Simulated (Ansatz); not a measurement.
Entries from a set of simulations; values are calculated unless marked as measured.

```
! title: Screened interactions in Rb2ThF6 (P-62m)
! method: DFT, LDA, plane waves, PAW (and 1 further level or step)
! program: Ansatz 0.2.0
! settings of one run: cutoff 420 eV, 6×6×8 k-mesh, smearing width 0.08 eV, default PAW, coordination {"Th": "other"}, magnetic state non-magnetic by constraint
! cost: 3 runs, 15 min in all on 8 threads of Arm Neoverse V2, shared host (the runs of this entry)
! notes: The cell and positions come from the Crystallography Open Database and are kept as given unless a step says otherwise. Limits: no spin-orbit coupling. Spin-orbit coupling, which is strong for atoms this heavy, is left out.
! Th f: U 6.58 eV, U′ 5.88 eV, J 0.34 eV, bare V 15.7 eV
! Th f + anion p: U 8.09 eV, U′ 7.36 eV, J 0.36 eV, bare V 16.1 eV
! method: constrained RPA on non-magnetic LDA, 3×3×4 mesh, static; search for lower states off
CELL_PARAMETERS angstrom
6.85000 0.00000 0.00000
-3.42500 5.93227 0.00000
0.00000 0.00000 3.83000
ATOMIC_POSITIONS crystal
Rb 0.33333 0.66667 0.50000
Rb 0.66667 0.33333 0.50000
Th 0.00000 0.00000 0.00000
F 0.22000 0.00000 0.50000
F 0.78000 0.78000 0.50000
F 0.00000 0.22000 0.50000
F 0.64000 0.00000 0.00000
F 0.36000 0.36000 0.00000
F 0.00000 0.64000 0.00000
```

[Paths, hosts, dates, memory and timing lines, banners, echoed tables and standing remarks are left out of the program output.]

[Logs are printed without paths, hosts, clocks, repeated set-up lines and the standing remarks that a program may print on its own settings, such as how far it seeks lower states.]

[Runs of the session that timed out or met a known fault of the program may be left out.]

[Hosts, paths, dates, database ids (printed as entryN), source tags and the programs' standing remarks are cut or masked in the printed files.]
